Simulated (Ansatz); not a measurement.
# Amorphous Si2O: valence band and core levels, part 7 of 7

How wide do site differences make the core lines of amorphous Si2O?

Ansatz 0.2.0; DFT, PBEsol, plane-wave PAW, scalar-relativistic; PAW set soft_1.

So far. Step 7 (Valence states): The largest force component on a free atom is 0.045 eV/Å, a little over the usual target of 0.03 eV/Å.

**8. Z+1 stand-in on atom 1**

System of this step: Si19PO10. The cell holds 30 atoms: 1 P, 19 Si and 10 O. Cell: a = 8.167 Å, b = 8.167 Å, c = 8.167 Å, α = 90.0°, β = 90.0°, γ = 90.0°.

An atom with a screened core hole acts much like the next element, so total energies with that element on different sites give core-level shifts.

Contents of input.yaml:

```yaml
crystal:
  lattice:
    - [8.1669974226, 0.0, 0.0]
    - [0.0, 8.1669974226, 0.0]
    - [0.0, 0.0, 8.1669974226]
  atoms:
    - { symbol: P, position: [1.2135092379, 0.9765257863, 0.6856028153] }
    - { symbol: Si, position: [0.5213101368, 0.6712960436, 0.1295342574] }
    - { symbol: Si, position: [1.3263782493, 0.5400939228, 0.6168606193] }
    - { symbol: Si, position: [0.7354869517, 1.3502439042, 0.2211740865] }
    - { symbol: Si, position: [0.4309841216, 1.2830299526, 0.934471648] }
    - { symbol: Si, position: [-0.0328706795, 0.685686179, 0.2103117473] }
    - { symbol: Si, position: [0.5246082123, 0.8458446669, 0.3668722148] }
    - { symbol: Si, position: [0.9968424104, 0.4093705616, 0.1237939071] }
    - { symbol: Si, position: [0.6477533109, 0.4729693033, 0.9623738377] }
    - { symbol: Si, position: [0.2380358084, 1.2801967292, 0.7272083371] }
    - { symbol: Si, position: [1.1332958766, 0.5698353441, -0.1465495049] }
    - { symbol: Si, position: [1.054420722, -0.059121525, -0.059210699] }
    - { symbol: Si, position: [0.3344709984, 1.3586957579, 1.2015124022] }
    - { symbol: Si, position: [0.7598309363, 0.5899199788, 0.401742958] }
    - { symbol: Si, position: [0.2498874606, 0.7816208873, 0.4713857211] }
    - { symbol: Si, position: [0.5634228026, 1.1146903414, 0.2831460558] }
    - { symbol: Si, position: [0.3422838037, 0.7512366727, -0.1936286942] }
    - { symbol: Si, position: [0.8645770964, 0.4980391052, 0.7664942529] }
    - { symbol: Si, position: [0.4069982739, 1.0222645816, 1.0483991034] }
    - { symbol: Si, position: [0.9876555845, 1.2701067105, 0.8714388486] }
    - { symbol: O, position: [0.4558445674, 0.8190806704, -0.0190306293] }
    - { symbol: O, position: [0.8388754003, 0.5040889638, 0.566582491] }
    - { symbol: O, position: [1.1419003757, 0.3352561109, 0.2455771427] }
    - { symbol: O, position: [0.370544407, 0.5583733856, 0.2100735026] }
    - { symbol: O, position: [0.1098890803, 0.7625879772, 0.3290071095] }
    - { symbol: O, position: [-0.0870998736, 0.0846600363, -0.0876553685] }
    - { symbol: O, position: [0.9424088005, -0.1855050307, 0.056217493] }
    - { symbol: O, position: [0.4197080766, 0.2484028521, 0.3498215971] }
    - { symbol: O, position: [0.2054927627, 1.0002939609, 1.0675562167] }
    - { symbol: O, position: [0.6470674893, 0.7367890167, 0.4889701997] }
kpoints:
  mp_grid: { grid: [2, 2, 2] }
scf:
  occupations: { method: fermi_dirac, width: 0.03 }
  n_extra_bands: 25
hamiltonian:
  xc: pbesol
  pseudopotentials: { kind: paw, azcp: { folder: soft_1 }, xc_functional: pbe }
output:
  forces: true
  stress: true
```

Launch:

```sh
$ ansatz run input.yaml --threads 8 --pin off --max-ram 23552MiB --backend cpu --events-out ev --progress --plain --runs-dir out
```

Numbers of over 12 decimals in the logs are rounded to 6 here.

What it wrote:

```text
[...]
Crystal: 30 atoms, lattice volume = 544.737 Å³
Basis set: ecut = 420 eV, 10779 PW (Γ), exchange–correlation on 120×120×120 points (8 copies of the dense FFT grid, shifted against one another)
Bands: 96, of which v1, the nominal top of the filled ones, is band 71 counted from 1 (70 counted from 0)
Symmetry: 1 space group operations
[...]
k-points: 8
[...]
SCF iter   1: F=—  HF=-18175.581541 eV  |F-HF|=—  |Δ(HF+E_count)|=         —  Δρ=6.05e-2  dr2=6.98e1  ethr=3.10e-3  ⟨swp⟩=9.1  Hψ=4641  notcnv=0  defer=52
[...]
SCF iter  18: F=-18158.908863 eV  HF=-18158.908863 eV  |F-HF|=3.73e-8  |Δ(HF+E_count)|=   1.87e-8  Δρ=2.17e-6  dr2=4.97e-8  ethr=7.09e-11  ⟨swp⟩=5.0  Hψ=2646  notcnv=0
SCF 1 converged in 18 iterations: F = -18158.908863 eV  dr2 = 4.97e-8
[...]
SCF converged after 18 iterations
Free energy (F): -18158.908863 eV
[...]
Internal energy: -18158.882133 eV  (E = F + TS)
E sigma→0 (E₀):  -18158.895498 eV
Entropy (-TS):   -0.026730 eV (-0.891 meV/atom)
Fermi energy:    5.574575 eV
[...]
--- Forces (eV/Å), atoms counted from 1 ---
  atom   1  P      0.01128247    -0.52595199     0.23001607
  atom   2  Si     0.21814094    -0.13060527     0.23075648
  atom   3  Si     0.14582270     0.15617640    -0.26287742
  atom   4  Si    -0.10420811     0.12576728    -0.04552708
  atom   5  Si    -0.06948332    -0.15337611    -0.10618027
  atom   6  Si    -0.23441350    -0.19450826     0.14149136
  atom   7  Si    -0.16969858     0.12961799    -0.02266795
  atom   8  Si    -0.01028290     0.03992813    -0.06055427
  atom   9  Si     0.01900616    -0.01600287     0.09377368
  atom  10  Si    -0.15095483     0.24547386     0.32908720
  atom  11  Si    -0.05317667    -0.09567740     0.10535674
  atom  12  Si    -0.05688669     0.04840797     0.39153875
  atom  13  Si     0.02785040    -0.04851845     0.01487854
  atom  14  Si     0.01422506    -0.00708482    -0.26959183
  atom  15  Si     0.28532178    -0.18258341    -0.01598309
  atom  16  Si     0.02260561    -0.09670507    -0.12713004
  atom  17  Si    -0.18904527    -0.01572932    -0.13810058
  atom  18  Si    -0.07189789    -0.01398501    -0.01022538
  atom  19  Si     0.30695675     0.23690120     0.26350279
  atom  20  Si     0.14856664     0.14575328     0.10176507
  atom  21  O     -0.29436521     0.38703144    -0.51894850
  atom  22  O      0.01490127     0.00396789     0.03521383
  atom  23  O     -0.01909854     0.00284390    -0.00749018
  atom  24  O     -0.03785584    -0.00774899     0.00320082
  atom  25  O      0.32078475     0.35872036     0.45168334
  atom  26  O      0.26428681    -0.44926304    -0.21383015
  atom  27  O      0.08819339     0.18922070    -0.22486501
  atom  28  O     -0.04745493     0.00804106     0.02515367
  atom  29  O     -0.30865751    -0.18765437    -0.38582485
  atom  30  O     -0.07061128     0.04762546    -0.00748002
  max |Σ_I F_I| component: 1.46e-4 eV/Å
--- Stress (GPa, compression-positive) ---
        1.783538      -1.919568       0.986505
       -1.919567      -1.063783      -0.231487
        0.986506      -0.231487      -1.108632
  P = ⅓ Tr σ = -0.1296 GPa (-1.296 kbar)
```

Wall time 5.8 s (8 threads of Arm Neoverse V2, shared host); peak memory 2.1 GiB; 43 s of CPU time.

This run has no spin polarisation although its electron count is odd.

This step gave:

```
free energy             : -18158.9089 eV
energy at zero smearing : -18158.8955 eV
smearing term TS        : 0.02673 eV
Fermi energy            : 5.575 eV
pressure                : -0.1296 GPa
```

The largest force, 0.71 eV/Å, shows that the atoms would still move at this level, mesh and basis.

**9. Z+1 stand-in on atom 2**

System of this step: Si19PO10. The cell holds 30 atoms: 19 Si, 1 P and 10 O. Its edges and angles: a = 8.167 Å, b = 8.167 Å, c = 8.167 Å, α = 90.0°, β = 90.0°, γ = 90.0°.

The same swap on atom 2.

Changes to input.yaml since step 8:

```diff
@@ -6,4 +6,4 @@
   atoms:
-    - { symbol: P, position: [1.2135092379, 0.9765257863, 0.6856028153] }
-    - { symbol: Si, position: [0.5213101368, 0.6712960436, 0.1295342574] }
+    - { symbol: Si, position: [1.2135092379, 0.9765257863, 0.6856028153] }
+    - { symbol: P, position: [0.5213101368, 0.6712960436, 0.1295342574] }
     - { symbol: Si, position: [1.3263782493, 0.5400939228, 0.6168606193] }
```

What it wrote:

```text
[...]
Crystal: 30 atoms, lattice volume = 544.737 Å³
Basis set: ecut = 420 eV, 10779 PW (Γ), exchange–correlation on 120×120×120 points (8 copies of the dense FFT grid, shifted against one another)
Bands: 96, of which v1, the nominal top of the filled ones, is band 71 counted from 1 (70 counted from 0)
Symmetry: 1 space group operations
[...]
k-points: 8
[...]
atom  27  O      0.00066186    -0.00307272    -0.05147120
  atom  28  O     -0.03666163     0.00989758     0.03165380
  atom  29  O     -0.00200297    -0.04779449     0.07781450
  atom  30  O     -0.26828762     0.12741129    -0.61685134
  max |Σ_I F_I| component: 1.35e-4 eV/Å
--- Stress (GPa, compression-positive) ---
        1.606886      -2.574028       1.079707
       -2.574027      -0.882397       0.425030
        1.079708       0.425029      -0.662222
  P = ⅓ Tr σ = 0.0208 GPa (0.208 kbar)
[key lines of the parts left out:]
SCF converged after 14 iterations
Free energy (F): -18157.070154 eV
Fermi energy:    5.508351 eV
```

Wall time 5.2 s (8 threads); peak memory 2.1 GiB; 38 s of CPU time.

This step gave:

| Property | Result |
| --- | --- |
| free energy | -18157.0702 eV |
| energy at zero smearing | -18157.0596 eV |
| smearing term TS | 0.02102 eV |
| Fermi energy | 5.508 eV |
| pressure | 0.02076 GPa |

The run ends at a pressure of 0.02 GPa, with forces up to 1.6 eV/Å.

**10. Z+1 stand-in on atom 3**

System of this step: Si19PO10. The cell holds 30 atoms: 19 Si, 1 P and 10 O. Its edges and angles: a = 8.167 Å, b = 8.167 Å, c = 8.167 Å, α = 90.0°, β = 90.0°, γ = 90.0°.

The same swap on atom 3.

Changes to input.yaml since step 9:

```diff
@@ -7,4 +7,4 @@
     - { symbol: Si, position: [1.2135092379, 0.9765257863, 0.6856028153] }
-    - { symbol: P, position: [0.5213101368, 0.6712960436, 0.1295342574] }
-    - { symbol: Si, position: [1.3263782493, 0.5400939228, 0.6168606193] }
+    - { symbol: Si, position: [0.5213101368, 0.6712960436, 0.1295342574] }
+    - { symbol: P, position: [1.3263782493, 0.5400939228, 0.6168606193] }
     - { symbol: Si, position: [0.7354869517, 1.3502439042, 0.2211740865] }
```

What it wrote:

```text
[...]
Crystal: 30 atoms, lattice volume = 544.737 Å³
Basis set: ecut = 420 eV, 10779 PW (Γ), exchange–correlation on 120×120×120 points (8 copies of the dense FFT grid, shifted against one another)
Bands: 96, of which v1, the nominal top of the filled ones, is band 71 counted from 1 (70 counted from 0)
Symmetry: 1 space group operations
[...]
k-points: 8
[...]
atom  27  O      0.15479588    -0.06057885    -0.15775322
  atom  28  O      0.01230031    -0.03179408    -0.02560009
  atom  29  O     -0.04759173    -0.14237665     0.03753051
  atom  30  O      0.00549272    -0.04057409     0.01445811
  max |Σ_I F_I| component: 9.63e-5 eV/Å
--- Stress (GPa, compression-positive) ---
        1.920981      -2.302063       1.224438
       -2.302062      -1.068923      -0.375313
        1.224439      -0.375313      -0.818985
  P = ⅓ Tr σ = 0.0110 GPa (0.110 kbar)
[key lines of the parts left out:]
SCF converged after 12 iterations
Free energy (F): -18159.225288 eV
Fermi energy:    5.548309 eV
```

It took 4.2 s on 8 threads; peak memory 2.1 GiB.

Numbers from this step:

* free energy: -18159.2253 eV
* energy at zero smearing: -18159.2176 eV
* smearing term TS: 0.01545 eV
* Fermi energy: 5.548 eV
* pressure: 0.01102 GPa

The run ends at a pressure of 0.01 GPa, with forces up to 0.88 eV/Å.

**11. Z+1 stand-in on atom 21**

System of this step: Si20O9F. The cell holds 30 atoms: 20 Si, 1 F and 9 O. Cell: a = 8.167 Å, b = 8.167 Å, c = 8.167 Å, α = 90.0°, β = 90.0°, γ = 90.0°.

The same swap on atom 21.

Changes to input.yaml since step 10:

```diff
@@ -8,3 +8,3 @@
     - { symbol: Si, position: [0.5213101368, 0.6712960436, 0.1295342574] }
-    - { symbol: P, position: [1.3263782493, 0.5400939228, 0.6168606193] }
+    - { symbol: Si, position: [1.3263782493, 0.5400939228, 0.6168606193] }
     - { symbol: Si, position: [0.7354869517, 1.3502439042, 0.2211740865] }
@@ -26,3 +26,3 @@
     - { symbol: Si, position: [0.9876555845, 1.2701067105, 0.8714388486] }
-    - { symbol: O, position: [0.4558445674, 0.8190806704, -0.0190306293] }
+    - { symbol: F, position: [0.4558445674, 0.8190806704, -0.0190306293] }
     - { symbol: O, position: [0.8388754003, 0.5040889638, 0.566582491] }
```

What it wrote:

```text
[...]
Crystal: 30 atoms, lattice volume = 544.737 Å³
Basis set: ecut = 420 eV, 10779 PW (Γ), exchange–correlation on 120×120×120 points (8 copies of the dense FFT grid, shifted against one another)
Bands: 96, of which v1, the nominal top of the filled ones, is band 71 counted from 1 (70 counted from 0)
Symmetry: 1 space group operations
[...]
k-points: 8
[...]
atom  27  O      0.06518328     0.06020553    -0.11616449
  atom  28  O      0.02109793    -0.06395296     0.05668628
  atom  29  O      0.35839891    -0.30379628     0.11407054
  atom  30  O     -0.10494173     0.07178000    -0.11602578
  max |Σ_I F_I| component: 3.76e-4 eV/Å
--- Stress (GPa, compression-positive) ---
        2.426486      -2.370729       2.101052
       -2.370727       1.192564       0.276144
        2.101053       0.276144       1.600798
  P = ⅓ Tr σ = 1.7399 GPa (17.399 kbar)
[key lines of the parts left out:]
SCF converged after 15 iterations
Free energy (F): -18276.525908 eV
Fermi energy:    5.559805 eV
```

The job ended after 5.5 s (8 threads; peak memory 2.1 GiB).

Numbers from this step:

```
free energy             : -18276.5259 eV
energy at zero smearing : -18276.5148 eV
smearing term TS        : 0.02220 eV
Fermi energy            : 5.560 eV
pressure                : 1.740 GPa
```

The run ends at a pressure of 1.74 GPa, with forces up to 3.6 eV/Å.

**12. Z+1 stand-in on atom 22**

System of this step: Si20O9F. The cell holds 30 atoms: 20 Si, 9 O and 1 F. Cell: a = 8.167 Å, b = 8.167 Å, c = 8.167 Å, α = 90.0°, β = 90.0°, γ = 90.0°.

The same swap on atom 22.

Changes to input.yaml since step 11:

```diff
@@ -26,4 +26,4 @@
     - { symbol: Si, position: [0.9876555845, 1.2701067105, 0.8714388486] }
-    - { symbol: F, position: [0.4558445674, 0.8190806704, -0.0190306293] }
-    - { symbol: O, position: [0.8388754003, 0.5040889638, 0.566582491] }
+    - { symbol: O, position: [0.4558445674, 0.8190806704, -0.0190306293] }
+    - { symbol: F, position: [0.8388754003, 0.5040889638, 0.566582491] }
     - { symbol: O, position: [1.1419003757, 0.3352561109, 0.2455771427] }
```

What it wrote:

```text
[...]
Crystal: 30 atoms, lattice volume = 544.737 Å³
Basis set: ecut = 420 eV, 10779 PW (Γ), exchange–correlation on 120×120×120 points (8 copies of the dense FFT grid, shifted against one another)
Bands: 96, of which v1, the nominal top of the filled ones, is band 71 counted from 1 (70 counted from 0)
Symmetry: 1 space group operations
[...]
k-points: 8
[...]
atom  27  O     -0.01325599    -0.07161002     0.04168899
  atom  28  O     -0.02863940    -0.01812637     0.00382730
  atom  29  O     -0.03453059    -0.04271511     0.04057628
  atom  30  O      0.66087894    -0.66420403     0.56354303
  max |Σ_I F_I| component: 1.80e-4 eV/Å
--- Stress (GPa, compression-positive) ---
        2.108873      -2.451645       1.598589
       -2.451644      -1.063502      -0.723184
        1.598589      -0.723183       2.577197
  P = ⅓ Tr σ = 1.2075 GPa (12.075 kbar)
[key lines of the parts left out:]
SCF converged after 13 iterations
Free energy (F): -18277.753559 eV
Fermi energy:    5.614399 eV
```

Wall time 5 s (8 threads); peak memory 2.1 GiB; 38 s of CPU time.

Numbers from this step:

- free energy: -18277.7536 eV
- energy at zero smearing: -18277.7454 eV
- smearing term TS: 0.01623 eV
- Fermi energy: 5.614 eV
- pressure: 1.208 GPa

The run ends at a pressure of 1.21 GPa, with forces up to 4.4 eV/Å.

**13. Z+1 stand-in on atom 23**

System of this step: Si20O9F. The cell holds 30 atoms: 20 Si, 9 O and 1 F. Its edges and angles: a = 8.167 Å, b = 8.167 Å, c = 8.167 Å, α = 90.0°, β = 90.0°, γ = 90.0°.

The same swap on atom 23.

Changes to input.yaml since step 12:

```diff
@@ -27,4 +27,4 @@
     - { symbol: O, position: [0.4558445674, 0.8190806704, -0.0190306293] }
-    - { symbol: F, position: [0.8388754003, 0.5040889638, 0.566582491] }
-    - { symbol: O, position: [1.1419003757, 0.3352561109, 0.2455771427] }
+    - { symbol: O, position: [0.8388754003, 0.5040889638, 0.566582491] }
+    - { symbol: F, position: [1.1419003757, 0.3352561109, 0.2455771427] }
     - { symbol: O, position: [0.370544407, 0.5583733856, 0.2100735026] }
```

What it wrote:

```text
[...]
Crystal: 30 atoms, lattice volume = 544.737 Å³
Basis set: ecut = 420 eV, 10779 PW (Γ), exchange–correlation on 120×120×120 points (8 copies of the dense FFT grid, shifted against one another)
Bands: 96, of which v1, the nominal top of the filled ones, is band 71 counted from 1 (70 counted from 0)
Symmetry: 1 space group operations
[...]
k-points: 8
[...]
atom  27  O      0.05881367    -0.22166574     0.03843689
  atom  28  O     -1.15847294     0.55442771    -0.10606296
  atom  29  O     -0.10019148     0.08336869     0.24505814
  atom  30  O      0.06948950    -0.03227138    -0.04546985
  max |Σ_I F_I| component: 1.85e-4 eV/Å
--- Stress (GPa, compression-positive) ---
        3.649205      -2.498346       1.267835
       -2.498345      -1.002501      -0.281180
        1.267836      -0.281181       0.424448
  P = ⅓ Tr σ = 1.0237 GPa (10.237 kbar)
[key lines of the parts left out:]
SCF converged after 14 iterations
Free energy (F): -18277.808629 eV
Fermi energy:    5.725342 eV
```

Elapsed: 5.1 s, on 8 threads; peak memory 2.1 GiB.

This step gave:

```yaml
free_energy: -18277.8086 eV
energy_at_zero_smearing: -18277.7962 eV
smearing_term_ts: 0.02493 eV
fermi_energy: 5.725 eV
pressure: 1.024 GPa
```

The run ends at a pressure of 1.02 GPa, with forces up to 4.3 eV/Å.

**14. Shifts from the Z+1 runs**

An atom with a screened core hole acts like the next element, so the difference of two such total energies is the shift between the two sites; positive is more bound. Shifts count from the last listed atom of each element.

| atom | region | replaced by | shell meant | free energy (eV) | shift (eV) |
| --- | --- | --- | --- | --- | --- |
| Si1 | - | P | 2p | -18158.909 | +0.32 |
| Si2 | - | P | 2p | -18157.070 | +2.16 |
| Si3 | - | P | 2p | -18159.225 | +0.00 |
| O21 | - | F | 1s | -18276.526 | +1.28 |
| O22 | - | F | 1s | -18277.754 | +0.06 |
| O23 | - | F | 1s | -18277.809 | +0.00 |

The stand-in's nearest image is 8.2 Å away. The method gives no absolute levels and the same shift for every shell of an atom.

**15. Summary of results**

| Item | Value |
| --- | --- |
| strongest listed peak within 13 eV of the zero, at 1486.7 eV | 11.0 eV binding, mostly Si 3s |
| strongest listed peak within 13 eV of the zero, at 21.2 eV | 4.7 eV binding, mostly O 2p |
| spread of the Si level over the listed sites | 2.16 eV |
| spread of the O level over the listed sites | 1.28 eV |

In words: Over the listed sites the core levels spread as follows: Si 2.16 eV and O 1.28 eV. Among the sites run, the most bound Si 2p level is that of Si2, bonded to 2 Si and 2 O; the least bound, 2.16 eV shallower, that of Si3, bonded to 4 Si. That is the order that electronegative neighbours give as a rule, though screening of the hole enters too. Among the sites run, the most bound O 1s level is that of O21, bonded to 3 Si; the least bound, 1.28 eV shallower, that of O23, bonded to 2 Si. Electronegativity alone would give the other order, so something outweighs it here, such as the screening of the hole. With the next element in place the extra electron enters the lowest empty band of the cell, and its attraction to the stand-in enters the order. At 21.2 eV the valence spectrum has its highest listed peak within 10.8 eV at 4.7 eV (O 2p). At 1486.7 eV the valence spectrum has its highest listed peaks within 13 eV at 2.4 eV (Si 3s), 4.7 eV (Si 3s), 6.1 eV (Si 3s), 9.0 eV (Si 3s) and 11.0 eV (Si 3s), and the deeper O 2s line at 20.6 eV is higher still. The shell named is the one with most of the intensity, cross sections included, not always the one with most states there. The spectra rest on a 2×2×2 mesh, so closely spaced maxima can be ripples of the mesh. The dynamics last under a picosecond in a cell of a few dozen atoms, so the model holds more coordination defects than a real glass, and only a few sites got holes.

[Logs are printed without paths, hosts, clocks, repeated set-up lines and the standing remarks that a program may print on its own settings, such as how far it seeks lower states.]

[Hosts, paths, dates, database ids (printed as entryN), source tags and the programs' standing remarks are cut or masked in the printed files.]

[Maps of the electrostatic potential energy from Ansatz leave out the sawtooth potential of an applied field or a dipole correction, so their vacuum need not be flat; work functions include it.]
